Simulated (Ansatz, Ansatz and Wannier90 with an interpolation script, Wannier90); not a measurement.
# CsCdCl3 (Pm-3m): what limits a Wannier interpolation of GW

Wanted: errors and cost of interpolated bands of CsCdCl3 (Pm-3m) under coarser or faulty settings.

Method: maximally localised Wannier functions from the overlaps of LDA states (plane waves, PAW), in Wannier90 4.0.3.

The database entry behind the starting cell is an old determination (1928), so it need not match the best structure at ambient conditions.

**1. Set-up**

Symmetry: Pm-3m, No. 221, cubic system. Conventional cell: a = 5.200 Å, b = 5.200 Å, c = 5.200 Å, α = 90.00°, β = 90.00°, γ = 90.00°. Nearest to Cs lie 12 Cl at 3.68 Å. Nearest to Cd lie 6 Cl at 2.60 Å. Nearest to Cl lie 2 Cd at 2.60 Å and 4 Cs at 3.68 Å. Farther neighbours and most contacts between anions are not listed.

Structure file:

```cif
data_structure
_symmetry_space_group_name_H-M 'P 1'
_symmetry_Int_Tables_number 1
_cell_length_a 5.2000
_cell_length_b 5.2000
_cell_length_c 5.2000
_cell_angle_alpha 90.000
_cell_angle_beta 90.000
_cell_angle_gamma 90.000
_cell_volume 140.61
loop_
_atom_site_label
_atom_site_type_symbol
_atom_site_fract_x
_atom_site_fract_y
_atom_site_fract_z
_atom_site_occupancy
Cs1 Cs 0.00000 0.00000 0.00000 1
Cd2 Cd 0.50000 0.50000 0.50000 1
Cl3 Cl 0.00000 0.50000 0.50000 1
Cl4 Cl 0.50000 0.00000 0.50000 1
Cl5 Cl 0.50000 0.50000 0.00000 1
```

The cell and positions come from the Crystallography Open Database and are kept as given unless a step says otherwise. Spin-orbit coupling is left out unless a step names it.

**2. Wannier model on 8×8×8, by Wannier90**

Localised functions give a small Hamiltonian that interpolates between mesh points at no cost.

File w.win:

```
num_iter = 1200
conv_tol = 1.0e-8
conv_window = 5
dis_num_iter = 4000
dis_conv_tol = 1.0e-8
dis_mix_ratio = 0.7
write_hr = true
use_ws_distance = false
num_print_cycles = 50
! ansatz wannier90 interface
! projections by site (counted from 0) and shell: 1 5S, 2 3P, 3 3P, 4 3P
! states of the run's bands (counted from 1): 1-33
num_bands = 33
num_wann  = 10
dis_win_min = -1.62
dis_win_max = 12.17
dis_froz_min = -1.62
dis_froz_max = 5.71
guiding_centres = true

begin unit_cell_cart
Ang
                      5.2                      0.0                      0.0
                      0.0                      5.2                      0.0
                      0.0                      0.0                      5.2
end unit_cell_cart

begin atoms_frac
Cs                       0.0                      0.0                      0.0
Cd                       0.5                      0.5                      0.5
Cl                       0.0                      0.5                      0.5
Cl                       0.5                      0.0                      0.5
Cl                       0.5                      0.5                      0.0
end atoms_frac

mp_grid = 8 8 8

[... the mesh's points ...]
```

Launch:

```
$ OMP_NUM_THREADS=1 mpirun -n 8 wannier90.x w > wannier90.x.log
```

Numbers of over 12 decimals in the logs are rounded to 6 here.

What it wrote:

```text
TEM
                                    ------

                              Lattice Vectors (Ang)
                    a_1     5.200000   0.000000   0.000000
                    a_2     0.000000   5.200000   0.000000
                    a_3     0.000000   0.000000   5.200000

                   Unit Cell Volume:     140.60800  (Ang^3)

                        Reciprocal-Space Vectors (Ang^-1)
                    b_1     1.208305   0.000000   0.000000
                    b_2     0.000000   1.208305   0.000000
                    b_3     0.000000   0.000000   1.208305

 *----------------------------------------------------------------------------*
 |   Site       Fractional Coordinate          Cartesian Coordinate (Ang)     |
 +----------------------------------------------------------------------------+
 | cs   1   0.00000   0.00000   0.00000   |    0.00000   0.00000   0.00000    |
 | cd   1   0.50000   0.50000   0.50000   |    2.60000   2.60000   2.60000    |
 | cl   1   0.00000   0.50000   0.50000   |    0.00000   2.60000   2.60000    |
 | cl   2   0.50000   0.00000   0.50000   |    2.60000   0.00000   2.60000    |
 | cl   3   0.50000   0.50000   0.00000   |    2.60000   2.60000   0.00000    |
 *----------------------------------------------------------------------------*
                                ------------
                                K-POINT GRID
                                ------------

             Grid size =  8 x  8 x  8      Total points =  512

 *---------------------------------- MAIN ------------------------------------*
 |  Number of Wannier Functions               :                10             |
 |  Number of Objective Wannier Functions     :                10             |
 |  Number of input Bloch states              :                33             |
 |  Output verbosity (1=low, 5=high)          :                 1             |
 |  Timing Level (1=low, 5=high)              :                 1             |
 |  Optimisation (0=memory, 3=speed)          :                 3             |
 |  Length Unit                               :               Ang             |
 |  Post-processing setup (write *.nnkp)      :                 F             |
 |  Using Gamma-only branch of algorithms     :                 F             |
 *----------------------------------------------------------------------------*
 *------------------------------- WANNIERISE ---------------------------------*
 |  Total number of iterations                :              1200             |
 |  Number of CG steps before reset           :                 5             |
 |  Trial step length for line search         :             2.000             |
 |  Convergence tolerence                     :         0.100E-07             |
 |  Convergence window                        :                 5             |
[...]
Final Omega_I    21.53592724 (Ang^2)

 +----------------------------------------------------------------------------+

 Writing checkpoint file w.chk... done

 *------------------------------- WANNIERISE ---------------------------------*
 +--------------------------------------------------------------------+<-- CONV
 | Iter  Delta Spread     RMS Gradient      Spread (Ang^2)      Time  |<-- CONV
 +--------------------------------------------------------------------+<-- CONV

 ------------------------------------------------------------------------------
 Initial State
  WF centre and spread    1  (  2.600000,  2.600000,  2.600000 )     3.89583260
  WF centre and spread    2  (  0.000000,  2.600000,  2.600000 )     1.76942332
  WF centre and spread    3  ( -0.000000,  2.600000,  2.600000 )     2.48114723
[...]
Sum of centres and spreads ( 18.200000, 18.200000, 18.200000 )    21.95581421

      0     0.220E+02     0.0000000000       21.9558142148       1.00  <-- CONV
        O_D=      0.0000000 O_OD=      0.4198870 O_TOT=     21.9558142 <-- SPRD
 ------------------------------------------------------------------------------
 Cycle:      1
[...]
Sum of centres and spreads ( 18.200000, 18.200000, 18.200000 )    21.93154131

      1    -0.243E-01     0.1194493383       21.9315413116       1.01  <-- CONV
        O_D=      0.0000000 O_OD=      0.3956141 O_TOT=     21.9315413 <-- SPRD
 Delta: O_D=  0.3349763E-20 O_OD= -0.2427290E-01 O_TOT= -0.2427290E-01 <-- DLTA
 ------------------------------------------------------------------------------

             <<<     Delta < 1.000E-08  over  5 iterations     >>>
             <<< Wannierisation convergence criteria satisfied >>>

 Final State
[...]
WF centre and spread    9  (  2.600000,  2.600000,  0.000000 )     1.76754678
  WF centre and spread   10  (  2.600000,  2.600000,  0.000000 )     1.76754678
  Sum of centres and spreads ( 18.200000, 18.200000, 18.200000 )    21.85178761

         Spreads (Ang^2)       Omega I      =    21.535927242
        ================       Omega D      =     0.000000000
                               Omega OD     =     0.315860371
    Final Spread (Ang^2)       Omega Total  =    21.851787613
 ------------------------------------------------------------------------------

 Writing checkpoint file w.chk... done

 *---------------------------------------------------------------------------*
 |                               PLOTTING                                    |
 *---------------------------------------------------------------------------*

 *===========================================================================*
 |                             TIMING INFORMATION                            |
 *===========================================================================*
 |    Tag                                                Ncalls      Time (s)|
 |---------------------------------------------------------------------------|
 |kmesh: get                                        :         1         0.142|
 |overlap: read                                     :         1         2.584|
 |dis: main                                         :         1         1.027|
 |wann: main                                        :         1         0.413|
 |plot: main                                        :         1         0.144|
 *---------------------------------------------------------------------------*
 All done: wannier90 exiting
```

Wall time 5.4 s (8 MPI ranks of Arm Neoverse V1, shared host).

This step gave:

```
gauge-invariant spread     : 21.54 Å²
diagonal spread            : 0 Å²
off-diagonal spread        : 0.3159 Å²
total spread               : 21.85 Å²
disentanglement steps      : 185
r.m.s. interpolation error : 4.42e-4 eV
r.m.s. error near the gap  : 3.96e-4 eV
```

Near the gap the model misses directly solved bands by 0.4 meV r.m.s. and by 4 meV at most in the window tested. This tests the starting bands, not the corrections carried with them.

**3. Wannier model on 8×8×8, by the program's own minimiser**

This step: maximally localised Wannier functions, LDA, plane waves, PAW.

File input.yaml:

```yaml
crystal:
  lattice:
    - [5.2, 0.0, 0.0]
    - [0.0, 5.2, 0.0]
    - [0.0, 0.0, 5.2]
  atoms:
    - { symbol: Cs, position: [0.0, 0.0, 0.0] }
    - { symbol: Cd, position: [0.5, 0.5, 0.5] }
    - { symbol: Cl, position: [0.0, 0.5, 0.5] }
    - { symbol: Cl, position: [0.5, 0.0, 0.5] }
    - { symbol: Cl, position: [0.5, 0.5, 0.0] }
kpoints:
  mp_grid: { grid: [4, 4, 4] }
hamiltonian:
  xc: lda
scf:
  occupations: { method: fixed }
  n_extra_bands: 74
output:
  wannier:
    kmesh: [8, 8, 8]
    projections: [{ species: Cd, l: s, shell: 5 }, { species: Cl, l: p, shell: 3 }]
    minimise: true
    write_hr: true
    seedname: w
    conv_tol: 1.0e-06
    max_iter: 20000
    stability_check: false
    disentanglement:
      window: [-1.62, 12.17]
      frozen_window: [-1.62, 5.71]
      conv_tol: 1.0e-08
```

Launch:

```
$ ansatz run input.yaml --threads 8 --pin off --max-ram 18432MiB --backend cpu --events-out ev --progress --plain --runs-dir out
```

What it wrote:

```text
scf.n_extra_bands = 74 over 25 filled bands (N_el = 50.0): the run solves 99 bands
Engine: ansatz 0.2.0, aarch64-unknown-linux-gnu
Pseudopotentials: kind: paw
Pseudopotential: Cs, paw, valence charge 9, recommended cutoff 420 eV (normal), Cs.paw.azcp
Pseudopotential: Cd, paw, valence charge 20, recommended cutoff 420 eV (normal), Cd.paw.azcp
Pseudopotential: Cl, paw, valence charge 7, recommended cutoff 420 eV (normal), Cl.paw.azcp
Functional definition: SPW92
  exchange = slater_x
  correlation = pw_c
Crystal: 5 atoms, lattice volume = 140.608 Å³
Basis set: ecut = 420 eV, 2777 PW (Γ)
Bands: 99, of which v1, the nominal top of the filled ones, is band 25 counted from 1 (24 counted from 0)
Symmetry: 48 space group operations
Space group: Pm-3m (ITA 221), of the structure as read, at distance tolerance 5.2e-5 Å
k-points: 10 of 64
Non-local potential: Cs, projectors of the file, l = 0: 3, l = 1: 2, l = 2: 2, l = 3: 2
Non-local potential: Cd, projectors of the file, l = 0: 3, l = 1: 2, l = 2: 2, l = 3: 1
Non-local potential: Cl, projectors of the file, l = 0: 2, l = 1: 2, l = 2: 2
PAW form: soft (Blöchl's): semilocal exchange-correlation on the pseudo side does not see the compensation charge
PAW frozen core: Cs, regenerated for the run's functional, and the local potential with it (the file was generated under x = pbe(κ = 0.804, μ = 0.219515), c = pbe(β = 0.066725))
PAW frozen core: Cd, regenerated for the run's functional, and the local potential with it (the file was generated under x = pbe(κ = 0.804, μ = 0.219515), c = pbe(β = 0.066725))
[...]
SCF 1 converged in 6 iterations: F = -16762.426182 eV  dr2 = 6.87e-8
[...]
NSCF: frozen V_eff on 38 k-points
the Wannier pass solved 38 of the 512 points of its mesh, and has the states at the others by symmetry: states obtained by the crystal's operations at points that were solved too leave a residual of 5.83e-13 eV (read by the count's bands and the next), within 5.56e-6 eV
SCF converged after 6 iterations
Free energy (F): -16762.426182 eV
Harris-Foulkes:  -16762.426182 eV  (|F-HF|=2.55e-8)
Internal energy: -16762.426182 eV  (E = F + TS)
E sigma→0 (E₀):  -16762.426182 eV
Fermi energy:    3.696862 eV
--- Per-component energies (eV) ---
  E_band       = -629.881022
  E_kinetic    = 1130.387314
  E_local      = -5640.936072  (includes V_loc(G=0)·N_el)
  E_nonlocal   = 165.995793
  E_hartree    = 2493.988148
  E_xc         = -665.458689
  E_vxc        = -711.576527  (∫ρ·V_xc dr)
  E_paw        = -10727.634200  (= ΣΔE_a)
  E_vpaw       = -561.732028  (= ΣTr[D̂ρ^β])
  E_aug_tail   = 0.000305  (compensation charges beyond the density's cutoff)
  E_ewald      = -3520.377381
  E_core_change = 1.608600  (= ΣΔE_core)
  E_smearing   = -0.000000  (= −TS)
  E_closure    = 0.000000  (closes the sum)
  Σ components = -16762.426182   (vs F -16762.426182, Δ=0.00e0)
--- Band table (eV; the first three rows and the last of 10) ---
  k-point 0: bands = [... 21 lower, 2.7812, 3.1106, 3.1106, 3.1106, 5.2076, 9.2589, 9.5908, 9.5908, ... 70 higher]
  k-point 1: bands = [... 21 lower, 2.7430, 2.7430, 3.0125, 3.0125, 6.4044, 9.9278, 10.1751, 10.2588, ... 70 higher]
  k-point 2: bands = [... 21 lower, 2.7886, 2.7886, 2.8411, 2.8411, 7.9504, 10.6177, 10.9256, 11.4345, ... 70 higher]
  k-point 9: bands = [... 21 lower, 3.4249, 3.4249, 3.6969, 3.6969, 9.3457, 9.3457, 9.3457, 10.9459, ... 70 higher]
Wannier search: line search 1 of at most 20000: gauge-dependent spread (as the search counts it) 0.3956933 Å², largest recent change 2.4e-2 Å² against conv_tol 1.0e-6 Å², 0 stops escaped
```

Run time: 16 s. Hardware: 8 threads; peak memory 2.8 GiB; 1.9 min of CPU time.

Numbers from this step:

- gauge-invariant spread: 21.54 Å²
- diagonal spread: 3.29e-25 Å²
- off-diagonal spread: 0.3160 Å²
- total spread: 21.85 Å²
- least projectability: 0.5425
- localisation steps: 35
- disentanglement steps: 166
- r.m.s. interpolation error: 4.41e-4 eV
- r.m.s. error near the gap: 3.95e-4 eV

Near the gap the model misses directly solved bands by 0.4 meV r.m.s. and by 4 meV at most in the window tested. This tests the starting bands, not the corrections carried with them.

Frozen up to 2.01 eV; above it the model need not follow the bands. Electronic bands along the path, in eV, zero at the valence-band top; v1 is the highest filled band, c1 the lowest empty one:

```
    point     v4     v3     v2     v1    c1
        Γ  -0.92  -0.59  -0.59  -0.59  1.51
  halfway  -0.95  -0.95  -0.68  -0.68  2.71
        X  -0.91  -0.91  -0.86  -0.86  4.26
  halfway  -1.01  -0.98  -0.54  -0.53  4.75
        M  -1.07  -1.07  -0.29  -0.01  6.04
  halfway  -1.02  -0.80  -0.80  -0.42  3.46
        Γ  -0.92  -0.59  -0.59  -0.59  1.51
  halfway  -1.22  -0.61  -0.46  -0.46  3.96
        R  -0.27  -0.27   0.00   0.00  7.84
  halfway  -0.65  -0.57  -0.55  -0.50  5.20
        X  -0.91  -0.91  -0.86  -0.86  4.26
jump to R  -0.27  -0.27   0.00   0.00  7.84
  halfway  -0.59  -0.59  -0.28   0.00  6.38
        M  -1.07  -1.07  -0.29  -0.01  6.04
```

The same for Kohn-Sham, solved directly:

| point | v4 | v3 | v2 | v1 | c1 |
| --- | --- | --- | --- | --- | --- |
| Γ | -0.92 | -0.59 | -0.59 | -0.59 | 1.51 |
| X | -0.91 | -0.91 | -0.86 | -0.86 | 4.25 |
| M | -1.07 | -1.07 | -0.29 | -0.01 | 6.04 |
| Γ | -0.92 | -0.59 | -0.59 | -0.59 | 1.51 |
| R | -0.27 | -0.27 | 0.00 | 0.00 | 5.65 |
| X | -0.91 | -0.91 | -0.86 | -0.86 | 4.25 |
| R | -0.27 | -0.27 | 0.00 | 0.00 | 5.65 |
| M | -1.07 | -1.07 | -0.29 | -0.01 | 6.04 |

**4. Wannier model on 4×4×4, by Wannier90**

This step: maximally localised Wannier functions from the overlaps of LDA states (plane waves, PAW).

w.win, as its differences from that of step 2:

```diff
@@ -11,4 +11,4 @@
 ! projections by site (counted from 0) and shell: 1 5S, 2 3P, 3 3P, 4 3P
-! states of the run's bands (counted from 1): 1-33
-num_bands = 33
+! states of the run's bands (counted from 1): 1-32
+num_bands = 32
 num_wann  = 10
@@ -35,3 +35,3 @@
 
-mp_grid = 8 8 8
+mp_grid = 4 4 4
```

Launch:

```
$ OMP_NUM_THREADS=1 mpirun -n 8 wannier90.x w > wannier90.x.log
```

What it wrote:

```text
[banner, memory and clock lines left out]
TEM
                                    ------

                              Lattice Vectors (Ang)
                    a_1     5.200000   0.000000   0.000000
                    a_2     0.000000   5.200000   0.000000
                    a_3     0.000000   0.000000   5.200000

                   Unit Cell Volume:     140.60800  (Ang^3)

                        Reciprocal-Space Vectors (Ang^-1)
                    b_1     1.208305   0.000000   0.000000
                    b_2     0.000000   1.208305   0.000000
                    b_3     0.000000   0.000000   1.208305

 *----------------------------------------------------------------------------*
 |   Site       Fractional Coordinate          Cartesian Coordinate (Ang)     |
 +----------------------------------------------------------------------------+
 | cs   1   0.00000   0.00000   0.00000   |    0.00000   0.00000   0.00000    |
 | cd   1   0.50000   0.50000   0.50000   |    2.60000   2.60000   2.60000    |
 | cl   1   0.00000   0.50000   0.50000   |    0.00000   2.60000   2.60000    |
 | cl   2   0.50000   0.00000   0.50000   |    2.60000   0.00000   2.60000    |
 | cl   3   0.50000   0.50000   0.00000   |    2.60000   2.60000   0.00000    |
 *----------------------------------------------------------------------------*
                                ------------
                                K-POINT GRID
                                ------------

             Grid size =  4 x  4 x  4      Total points =   64

 *---------------------------------- MAIN ------------------------------------*
 |  Number of Wannier Functions               :                10             |
 |  Number of Objective Wannier Functions     :                10             |
[...]
Sum of centres and spreads ( 18.200000, 18.200000, 18.200000 )    20.31172784

      1    -0.330E-01     0.2361955001       20.3117278405       0.04  <-- CONV
        O_D=      0.0000000 O_OD=      0.4726612 O_TOT=     20.3117278 <-- SPRD
 Delta: O_D=  0.1804419E-21 O_OD= -0.3304015E-01 O_TOT= -0.3304015E-01 <-- DLTA

             <<<     Delta < 1.000E-08  over  5 iterations     >>>
             <<< Wannierisation convergence criteria satisfied >>>

 Final State
[...]
WF centre and spread    9  (  2.600000,  2.600000,  0.000000 )     1.70199908
  WF centre and spread   10  (  2.600000,  2.600000,  0.000000 )     1.70199908
  Sum of centres and spreads ( 18.200000, 18.200000, 18.200000 )    20.26869852

         Spreads (Ang^2)       Omega I      =    19.839066684
        ================       Omega D      =     0.000000000
                               Omega OD     =     0.429631837
    Final Spread (Ang^2)       Omega Total  =    20.268698521

 Writing checkpoint file w.chk... done

 *---------------------------------------------------------------------------*
 |                               PLOTTING                                    |
 *---------------------------------------------------------------------------*

 *===========================================================================*
 |                             TIMING INFORMATION                            |
 *===========================================================================*
 |    Tag                                                Ncalls      Time (s)|
 |---------------------------------------------------------------------------|
 |kmesh: get                                        :         1         0.020|
 |overlap: read                                     :         1         0.303|
 |dis: main                                         :         1         0.040|
 |wann: main                                        :         1         0.019|
 |plot: main                                        :         1         0.025|
 *---------------------------------------------------------------------------*
 All done: wannier90 exiting
```

Wall time 1 s (8 MPI ranks).

Numbers from this step:

```
gauge-invariant spread     : 19.84 Å²
diagonal spread            : 0 Å²
off-diagonal spread        : 0.4296 Å²
total spread               : 20.27 Å²
disentanglement steps      : 54
r.m.s. interpolation error : 0.007952 eV
r.m.s. error near the gap  : 0.005518 eV
```

Near the gap the model misses directly solved bands by 5.5 meV r.m.s. and by 42 meV at most in the window tested. This tests the starting bands, not the corrections carried with them.

Frozen up to 2.01 eV; above it the model need not follow the bands. The electronic bands at the labelled points (eV, zero at the valence-band top; v1 is the highest filled band, c1 the lowest empty one):

```
    point     v4     v3     v2     v1    c1
        Γ  -0.92  -0.59  -0.59  -0.59  1.51
  halfway  -0.95  -0.95  -0.68  -0.68  2.71
        X  -0.91  -0.91  -0.86  -0.86  4.25
  halfway  -1.01  -0.98  -0.54  -0.53  4.75
        M  -1.07  -1.07  -0.29  -0.01  6.04
  halfway  -1.02  -0.80  -0.80  -0.42  3.44
        Γ  -0.92  -0.59  -0.59  -0.59  1.51
  halfway  -1.22  -0.61  -0.46  -0.46  3.94
        R  -0.27  -0.27   0.00   0.00  7.84
  halfway  -0.65  -0.57  -0.55  -0.50  5.15
        X  -0.91  -0.91  -0.86  -0.86  4.25
jump to R  -0.27  -0.27   0.00   0.00  7.84
  halfway  -0.59  -0.59  -0.28   0.00  6.35
        M  -1.07  -1.07  -0.29  -0.01  6.04
```

The same for Kohn-Sham, solved directly:

(Unchanged from step 3.)

(Continued in part 2 of 2.)

[Paths, hosts, dates, memory and timing lines, banners, echoed tables and standing remarks are left out of the program output.]

[Logs are printed without paths, hosts, clocks, repeated set-up lines and the standing remarks that a program may print on its own settings, such as how far it seeks lower states.]

[Runs of the session that timed out or met a known fault of the program may be left out.]

[Hosts, paths, dates, database ids (printed as entryN), source tags and the programs' standing remarks are cut or masked in the printed files.]
